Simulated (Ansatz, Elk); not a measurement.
## Li2TlBr3: X-ray structure factors from the self-consistent density

The structure of Li2TlBr3 used here is made up (a known structure type with other elements) and was relaxed beforehand with PBE. The aim is the Fourier transform of its all-electron density, F(hkl), set beside the sum over free spherical atoms that refinements use.

Program: Elk 11.2.3 (patched build). Level of theory: DFT, PBE, all-electron APW+lo, Dirac cores, scalar-relativistic bands, static density, no spin. Results are calculated unless marked as measured.

The structure was built from a prototype and need not be the compound's stable phase.

## Step 1: Set-up

Symmetry: Immm, No. 71, orthorhombic system. Conventional cell: a = 4.323 Å, b = 5.604 Å, c = 13.597 Å, α = 90.00°, β = 90.00°, γ = 90.00°. Nearest to Tl lie 8 Br at 3.50 to 3.54 Å. Nearest to Br lie 2 Li at 2.59 Å. Nearest to Br lie 4 Li at 2.61 to 2.81 Å and 2 Tl at 3.50 Å. Nearest to Li lie 5 Br at 2.59 to 2.81 Å. Farther neighbours and most contacts between anions are not listed.

Structure file:

```cif
data_structure
_symmetry_space_group_name_H-M 'P 1'
_symmetry_Int_Tables_number 1
_cell_length_a 7.6641
_cell_length_b 7.6641
_cell_length_c 7.6641
_cell_angle_alpha 147.237
_cell_angle_beta 137.115
_cell_angle_gamma 54.996
_cell_volume 164.68
loop_
_atom_site_label
_atom_site_type_symbol
_atom_site_fract_x
_atom_site_fract_y
_atom_site_fract_z
_atom_site_occupancy
Tl1 Tl 0.00000 0.50000 0.50000 1
Br2 Br 0.50000 0.00000 0.50000 1
Br3 Br 0.20207 0.20207 0.00000 1
Br4 Br 0.79793 0.79793 0.00000 1
Li5 Li 0.69069 0.19069 0.50000 1
Li6 Li 0.30931 0.80931 0.50000 1
```

## Step 2: Ground state and structure factors

An all-electron density is needed, since X-rays see the cores too. Task 0 finds the density and task 195 Fourier-transforms it; tshift is off so that phases refer to the origin typed.

elk.in

```
tasks
  0
  195

xctype
  20

spinpol
  .false.

rgkmax
  7.0

gmaxvr
  14.0

lmaxo
  7

lmaxapw
  8

swidth
  0.002

tshift
  .false.

ramdisk
  .false.

hmaxvr
  5.5

maxscl
  120

epspot
  1e-06

sppath
  './'

avec
  -4.08472922652 5.29454688411 12.84689853345
  4.08472922652 -5.29454688411 12.84689853345
  4.08472922652 5.29454688411 -12.84689853345

atoms
  3
  'Tl.in'
  1
  0.0000000000 0.5000000000 0.5000000000   0.000000 0.000000 0.000000
  'Br.in'
  3
  0.5000000000 0.0000000000 0.5000000000   0.000000 0.000000 0.000000
  0.2020667984 0.2020667984 -0.0000000000   0.000000 0.000000 0.000000
  0.7979332016 0.7979332016 0.0000000000   0.000000 0.000000 0.000000
  'Li.in'
  2
  0.6906901066 0.1906901066 0.5000000000   0.000000 0.000000 0.000000
  0.3093098934 0.8093098934 0.5000000000   0.000000 0.000000 0.000000

ngridk
  7 7 7
```

Launch:

```console
OMP_NUM_THREADS=4 elk
```

The log of the run:

```text
┌─────────────────────────┐
│ Elk code version 11.2.3 │
└─────────────────────────┘

All units are atomic (Hartree, Bohr, etc.)

┌─────────────────────────────────────────────────┐
│ Ground-state run starting from atomic densities │
└─────────────────────────────────────────────────┘

Lattice vectors :
  -4.084729227       5.294546884       12.84689853
   4.084729227      -5.294546884       12.84689853
   4.084729227       5.294546884      -12.84689853

Reciprocal lattice vectors :
  0.4010501337E-16  0.5933638369      0.2445409408
  0.7691067093      0.1876188226E-16  0.2445409408
  0.7691067093      0.5933638369     -0.1762141175E-17

Unit cell volume      :    1111.348727
Brillouin zone volume :   0.2231974603

Muffin-tin inner radius fraction :   0.1000000000E-01

Nuclei treated as point charges

Species : 1 (Tl)
 parameters loaded from : Tl.in
 name : thallium
 nuclear charge    :   -81.00000000
 electronic charge :    81.00000000
 atomic mass :    372567.9643
 muffin-tin radius :    2.800000000
 number of radial points in muffin-tin :   1393
 inner part over the whole radius :   0.9893942913E-02
 number on inner part of muffin-tin    :   1000
 approximate nuclear radius :   0.1043008296E-03
 number of mesh points to nuclear radius :    525
 atomic positions (lattice), magnetic fields (Cartesian) :
  1 :   0.00000000  0.50000000  0.50000000    0.00000000  0.00000000  0.00000000

Species : 2 (Br)
 parameters loaded from : Br.in
 name : bromine
 nuclear charge    :   -35.00000000
 electronic charge :    35.00000000
 atomic mass :    145656.0816
 muffin-tin radius :    2.400000000
 number of radial points in muffin-tin :    993
 inner part over the whole radius :   0.9934012010E-02
 number on inner part of muffin-tin    :    703
 approximate nuclear radius :   0.7858070945E-04
 number of mesh points to nuclear radius :    344
 atomic positions (lattice), magnetic fields (Cartesian) :
  1 :   0.50000000  0.00000000  0.50000000    0.00000000  0.00000000  0.00000000
  2 :   0.20206680  0.20206680  0.00000000    0.00000000  0.00000000  0.00000000
  3 :  -0.20206680 -0.20206680  0.00000000    0.00000000  0.00000000  0.00000000

Species : 3 (Li)
 parameters loaded from : Li.in
 name : lithium
 nuclear charge    :   -3.000000000
 electronic charge :    3.000000000
 atomic mass :    12652.66898
 muffin-tin radius :    1.800000000
 number of radial points in muffin-tin :    593
 inner part over the whole radius :   0.9806707936E-02
 number on inner part of muffin-tin    :    401
 approximate nuclear radius :   0.4000070961E-04
 number of mesh points to nuclear radius :    148
 atomic positions (lattice), magnetic fields (Cartesian) :
  1 :  -0.30930989  0.19069011  0.50000000    0.00000000  0.00000000  0.00000000
  2 :   0.30930989 -0.19069011  0.50000000    0.00000000  0.00000000  0.00000000

Total number of atoms per unit cell :    6
Total muffin-tin volume :    314.5278789
 ratio of muffin-tin to unit cell volume :   0.2830145670

Spin treatment :
 spin-unpolarised

Number of Bravais lattice symmetries :    8
Number of crystal symmetries         :    8
Crystal has inversion symmetry
Real symmetric eigensolver will be used

k-point grid :      7     7     7
k-point offset :    0.000000000       0.000000000       0.000000000
k-point set is reduced with full crystal symmetry group
Total number of k-points :       64

Muffin-tin radius times maximum |G+k| :    7.000000000
 using average radius
Maximum |G+k| for APW functions       :    3.088235294
Maximum (1/2)|G+k|²                   :    4.768598616
Maximum |G| for potential and density :    14.00000000
Constant for pseudocharge density :   10
 order of it for each species :   17  17  17
 order of it for pair densities of each species (exact exchange by exxq0 0: 18) :   15  11   5
Radial integration step length :    1

G-vector grid sizes :     70    70    70
Number of G-vectors :    51513

Maximum angular momentum used for
 APW functions            :    8
 outer part of muffin-tin :    7
[...]
at k-point 47

Charges :
 core                        :    116.0000000
 valence                     :    76.00000000
 interstitial                :    7.833797178
 muffin-tins (core leakage)
  species : 1 (Tl)
   atom 1                    :    79.18549462     (  0.3743154781E-04)
  species : 2 (Br)
   atom 1                    :    33.60532760     (  0.2268329465E-04)
[...]
species : 3 (Li)
   atom 1                    :    2.100846465     (   0.000000000    )
   atom 2                    :    2.100846465     (   0.000000000    )
 total in muffin-tins        :    184.1662028
 total calculated charge     :    191.9998258
 total charge                :    192.0000000
 error                       :   0.1741704789E-03

RMS change in Kohn-Sham potential (target) :    6.403579162     (  0.1000000000E-05)
Absolute change in total energy (target)   :    6.125757791     (  0.1000000000E-03)

[... loops 3 to 14 left out ...]

┌──────────────────┐
│ Loop number : 15 │
└──────────────────┘

Energies :
 Fermi                       :     0.61798954045385E-01
 sum of occupied eigenvalues :     -17090.044261635
 electron kinetic            :      31548.022436155
 core electron kinetic       :      30592.121672673
 Coulomb                     :     -59009.215433604
 Coulomb potential           :     -47772.862711966
 nuclear-nuclear             :     -2059.3776999379
 electron-nuclear            :     -66152.726465912
 Hartree                     :      9202.8887322463
 Madelung                    :     -35122.784077621
 xc potential                :     -865.20398582330
 exchange                    :     -652.39133214103
 correlation                 :     -10.260330418745
 electron entropic           :    -0.47399088481241E-11
 total energy                :     -28123.844660009

Density of states at Fermi energy :   0.5006564526E-07
 (states/Hartree/unit cell)

Estimated indirect band gap :   0.1336064005
 from k-point 47 to k-point 19
Estimated direct band gap   :   0.1391315369
 at k-point 47

Charges :
 core                        :    116.0000000
 valence                     :    76.00000000
 interstitial                :    7.862321223
 muffin-tins (core leakage)
  species : 1 (Tl)
[...]
species : 2 (Br)
[...]
species : 3 (Li)
   atom 1                    :    2.097478899     (   0.000000000    )
   atom 2                    :    2.097478899     (   0.000000000    )
 total in muffin-tins        :    184.1376788
 total calculated charge     :    191.9998221
 total charge                :    192.0000000
 error                       :   0.1779380518E-03

RMS change in Kohn-Sham potential (target) :   0.7803777580E-07 (  0.1000000000E-05)
Absolute change in total energy (target)   :   0.4394297503E-04 (  0.1000000000E-03)

Convergence targets achieved

┌──────────────────┐
│ Loop number : 16 │
└──────────────────┘

Energies :
 Fermi                       :     0.61798955518557E-01
 sum of occupied eigenvalues :     -17090.044259867
 electron kinetic            :      31548.022435587
 core electron kinetic       :      30592.121672755
 Coulomb                     :     -59009.215432256
 Coulomb potential           :     -47772.862711086
 nuclear-nuclear             :     -2059.3776999379
 electron-nuclear            :     -66152.726463999
 Hartree                     :      9202.8887316808
 Madelung                    :     -35122.784076713
 xc potential                :     -865.20398436837
 exchange                    :     -652.39133208769
 correlation                 :     -10.260330420456
 electron entropic           :    -0.47399089433931E-11
 total energy                :     -28123.844659177

Density of states at Fermi energy :   0.5006562642E-07
 (states/Hartree/unit cell)

Estimated indirect band gap :   0.1336063990
 from k-point 47 to k-point 19
Estimated direct band gap   :   0.1391315368
 at k-point 47

Charges :
 core                        :    116.0000000
 valence                     :    76.00000000
 interstitial                :    7.862321172
 muffin-tins (core leakage)
  species : 1 (Tl)
[...]
species : 2 (Br)
   atom 1                    :    33.50885519     (  0.2288057293E-04)
   atom 2                    :    33.53627520     (  0.2294176954E-04)
   atom 3                    :    33.53627520     (  0.2294176954E-04)
  species : 3 (Li)
   atom 1                    :    2.097478898     (   0.000000000    )
   atom 2                    :    2.097478898     (   0.000000000    )
 total in muffin-tins        :    184.1376788
 total calculated charge     :    191.9998221
 total charge                :    192.0000000
 error                       :   0.1779380593E-03

┌──────────────────────────────┐
│ Self-consistent loop stopped │
└──────────────────────────────┘

Wrote STATE.OUT
```

Elapsed: 1.8 min, on 4 threads of Arm Neoverse V2, shared host; peak memory 0.35 GiB.

SFACRHO.OUT:

```text

h k l indices transformed by vhmat matrix:
   1.000000000       0.000000000       0.000000000    
   0.000000000       1.000000000       0.000000000    
   0.000000000       0.000000000       1.000000000    

      h      k      l  multipl.   |H|            Re(F)            Im(F)           |F|

      0      0      0      1   0.0000000       192.00000      0.46209206E-16   192.00000    
     -1     -1      1      2  0.48908188       52.898024      0.65066042E-14   52.898024    
     -1      0      0      4  0.64177949       61.874677     -0.40967508E-14   61.874677    
      0     -1      0      4  0.80704734      -23.084703      0.20242769E-13   23.084703    
     -2     -1      1      4  0.94354814      -1.7372732      0.27713314E-14   1.7372732    
     -1      1      0      4  0.97139373      -46.654472     -0.20039025E-13   46.654472    
     -2     -2      2      2  0.97816376       125.65939     -0.11326311E-13   125.65939    
     -2     -1      2      4   1.0628864      -92.504423      0.24098534E-13   92.504423    
      0      2     -1      8   1.0875692      -147.31601     -0.18314886E-13   147.31601    
     -1      1     -1      2   1.1867277       160.67565     -0.24490336E-13   160.67565    
      0      2     -2      4   1.2835590       48.554409     -0.20001783E-13   48.554409    
     -3     -2      2      4   1.3590759       92.624603     -0.67054171E-13   92.624603    
      2      2     -1      8   1.3785536      -76.271992     -0.23134593E-13   76.271992    
      0      1     -2      8   1.4351474      -23.213597      0.19278827E-14   23.213597    
      3      2     -3      4   1.4444833       16.656950     -0.18676364E-14   16.656950    
     -3     -3      3      2   1.4672456       108.53459     -0.23134593E-13   108.53459    
      1      3     -3      4   1.5378969       111.85018      0.27231344E-13   111.85018    
     -1      1      1      2   1.5382134       148.74150      0.40463696E-13   148.74150
```

Elk indexes on the primitive cell of elk.in and gives |H| = 4π sin θ/λ in inverse bohr. Below, one row stands for each form hkl of the conventional cell (m members, Friedel mates merged), F is for one primitive cell and the density is static (no thermal factor). Free-atom factors are Waasmaier and Kirfel's, and R is Σm||F|−|F'||/Σm|F|.

```tsv
hkl	m	sin θ/λ (Å⁻¹)	abs F, DFT	neutral atoms	diff.	ions	diff.
002	2	0.073	52.898	53.184	-0.286	52.998	-0.100
011	4	0.097	61.875	62.123	-0.249	61.852	+0.022
101	4	0.121	23.085	23.532	-0.447	23.127	-0.043
013	4	0.142	1.737	1.330	+0.407	1.791	-0.054
110	4	0.146	46.654	46.784	-0.130	46.539	+0.115
004	2	0.147	125.659	125.331	+0.328	125.424	+0.235
103	4	0.160	92.504	92.378	+0.127	92.346	+0.158
112	8	0.164	147.316	147.047	+0.269	147.126	+0.190
020	2	0.178	160.676	160.388	+0.288	160.376	+0.300
022	4	0.193	48.554	48.636	-0.081	48.645	-0.090
015	4	0.204	92.625	92.594	+0.031	92.521	+0.104
114	8	0.207	76.272	76.302	-0.030	76.305	-0.033
121	8	0.216	23.214	23.207	+0.006	23.277	-0.063
105	4	0.217	16.657	16.681	-0.024	16.571	+0.086
```

The ions are Li+, Tl+ and Br−, by formal charge.

## Step 3: The highest occupied states alone

An energy window below the Fermi level keeps the highest occupied states, to see at which angles they scatter; shallow core shells can lie inside it and anion s states outside. No new self-consistency is needed.

elk.in: that of step 2 with these lines changed.

```diff
@@ -1,3 +1,2 @@
 tasks
-  0
   195
@@ -40,2 +39,5 @@
 
+wsfac
+  -0.305690 0.361800
+
 sppath
```

Launch:

```console
OMP_NUM_THREADS=4 elk
```

The log of the run:

```text
┌─────────────────────────────────┐
│ Elk code version 11.2.3 started │
└─────────────────────────────────┘

Info(readinput): the functional depends on the density's gradient
 muffin-tin radial points multiplied by    2.00000
 (not where nrmtscf is given)

┌────────────────────┐
│ Current task : 195 │
└────────────────────┘

Info(sfacrho): density structure factors written to SFACRHO.OUT

 Energy window :  -0.3056900000      0.3618000000

┌──────────────────┐
│ Elk code stopped │
└──────────────────┘
```

Elapsed: 20 s, on 4 threads; peak memory 0.22 GiB; 25 s of CPU time.

States within 10 eV below the Fermi level hold 20.00 electrons; any levels below the window count with the cores. Their amplitudes can exceed the total, where window and core parts have opposite phase:

```tsv
hkl	sin θ/λ (Å⁻¹)	abs F, window	abs F, all
002	0.073	1.576	52.898
011	0.097	0.306	61.875
101	0.121	4.057	23.085
013	0.142	5.612	1.737
110	0.146	1.577	46.654
004	0.147	4.854	125.659
103	0.160	1.839	92.504
112	0.164	5.620	147.316
020	0.178	5.186	160.676
022	0.193	0.629	48.554
```

## Step 4: Another functional

The difference from free atoms is small, so it is set against the change that LDA (Perdew-Wang) makes.

elk.in: that of step 3 with these lines changed.

```diff
@@ -1,2 +1,3 @@
 tasks
+  0
   195
@@ -4,3 +5,3 @@
 xctype
-  20
+  3
 
@@ -39,5 +40,2 @@
 
-wsfac
-  -0.305690 0.361800
-
 sppath
```

Launch:

```console
OMP_NUM_THREADS=4 elk
```

The log of the run:

```text
┌─────────────────────────┐
│ Elk code version 11.2.3 │
└─────────────────────────┘

All units are atomic (Hartree, Bohr, etc.)

┌─────────────────────────────────────────────────┐
│ Ground-state run starting from atomic densities │
└─────────────────────────────────────────────────┘

Lattice vectors :
  -4.084729227       5.294546884       12.84689853
   4.084729227      -5.294546884       12.84689853
   4.084729227       5.294546884      -12.84689853

Reciprocal lattice vectors :
  0.4010501337E-16  0.5933638369      0.2445409408
[...]
species : 2 (Br)
[...]
atom 2                    :    33.51206582     (  0.1712853080E-04)
   atom 3                    :    33.51206582     (  0.1712853080E-04)
  species : 3 (Li)
   atom 1                    :    2.100021024     (   0.000000000    )
   atom 2                    :    2.100021024     (   0.000000000    )
 total in muffin-tins        :    184.0674087
 total calculated charge     :    191.9998450
 total charge                :    192.0000000
 error                       :   0.1550315512E-03

┌──────────────────────────────┐
│ Self-consistent loop stopped │
└──────────────────────────────┘

Wrote STATE.OUT
[key lines of the parts left out:]
total energy                :     -28102.755053039
```

Elapsed: 78 s, on 4 threads; peak memory 0.28 GiB; 4.3 min of CPU time.

Against the first run R = 0.04 %; the largest change is -0.076 at 345.

## Step 5: Basis size

The basis and the expansions that go with it are enlarged, to see whether the differences are converged.

elk.in: that of step 4 with these lines changed.

```diff
@@ -5,3 +5,3 @@
 xctype
-  3
+  20
 
@@ -11,12 +11,12 @@
 rgkmax
-  7.0
+  8.5
 
 gmaxvr
-  14.0
+  18.0
 
 lmaxo
-  7
+  9
 
 lmaxapw
-  8
+  10
```

Launch:

```console
OMP_NUM_THREADS=4 elk
```

The log of the run:

```text
┌─────────────────────────┐
│ Elk code version 11.2.3 │
└─────────────────────────┘

All units are atomic (Hartree, Bohr, etc.)

┌─────────────────────────────────────────────────┐
│ Ground-state run starting from atomic densities │
└─────────────────────────────────────────────────┘

Lattice vectors :
  -4.084729227       5.294546884       12.84689853
   4.084729227      -5.294546884       12.84689853
   4.084729227       5.294546884      -12.84689853

Reciprocal lattice vectors :
  0.4010501337E-16  0.5933638369      0.2445409408
[...]
species : 2 (Br)
[...]
atom 2                    :    33.53798987     (  0.2294623278E-04)
   atom 3                    :    33.53798987     (  0.2294623278E-04)
  species : 3 (Li)
   atom 1                    :    2.097784447     (   0.000000000    )
   atom 2                    :    2.097784447     (   0.000000000    )
 total in muffin-tins        :    184.1454997
 total calculated charge     :    191.9998933
 total charge                :    192.0000000
 error                       :   0.1066526909E-03

┌──────────────────────────────┐
│ Self-consistent loop stopped │
└──────────────────────────────┘

Wrote STATE.OUT
[key lines of the parts left out:]
total energy                :     -28123.849792344
```

Elapsed: 5.2 min, on 4 threads; peak memory 0.73 GiB.

Against the first run R = 0.00 %; the largest change is -0.005 at 2 2 10.

## Step 6: Settings against the effect

```tsv
run	R against the first run (%)	R against neutral atoms, low angle (%)	wall time
PBE, rgkmax 7	0.00	0.20	1.8 min
LDA (Perdew-Wang)	0.04	0.19	78 s
rgkmax 8.5 with larger expansions	0.00	0.20	5.2 min
```

## Step 7: Results

```json
{
  "R against neutral atoms, sin θ/λ < 0.3 Å⁻¹": "0.20 %",
  "R against neutral atoms, 0.3 to 0.54 Å⁻¹": "0.12 %",
  "R against ions, below 0.3 Å⁻¹": "0.12 %"
}
```

Independent neutral atoms miss the calculated amplitudes by R = 0.20 % below 0.3 Å⁻¹ and 0.12 % from there to 0.54 Å⁻¹; by shells, 0.69 % below 0.15 Å⁻¹ (6 forms), 0.15 % 0.15 to 0.3 (26 forms), 0.14 % 0.3 to 0.45 (56 forms), 0.11 % above 0.45 (61 forms). Bonding, aspherical density and the tables' own atoms all enter these figures, and the runs don't part them. The largest change of an amplitude is -0.45 electrons, at 101. Weak lines can change much in proportion: 013 goes from 1.33 to 1.74. Formal ions give R = 0.12 % at low angle, nearer than neutral atoms. The window's part falls from 20.0 electrons at the origin to at most 0.32 between 0.45 and 0.54 Å⁻¹. Below 0.3 Å⁻¹ the changes that finished (LDA (Perdew-Wang) and rgkmax 8.5 with larger expansions) move F by R = 0.03 % at most, against the 0.20 % that separates it from free atoms. The k-mesh has no finished test. Spin-orbit coupling is left out, which can matter for elements this heavy. Part of the difference isn't bonding: the tables are fits to free atoms and ions calculated by other methods than this functional. Thermal motion, anomalous dispersion and extinction are left out.

[Logs are printed without paths, hosts, clocks, repeated set-up lines and the standing remarks that a program may print on its own settings, such as how far it seeks lower states.]

[Hosts, paths, dates, database ids (printed as entryN), source tags and the programs' standing remarks are cut or masked in the printed files.]
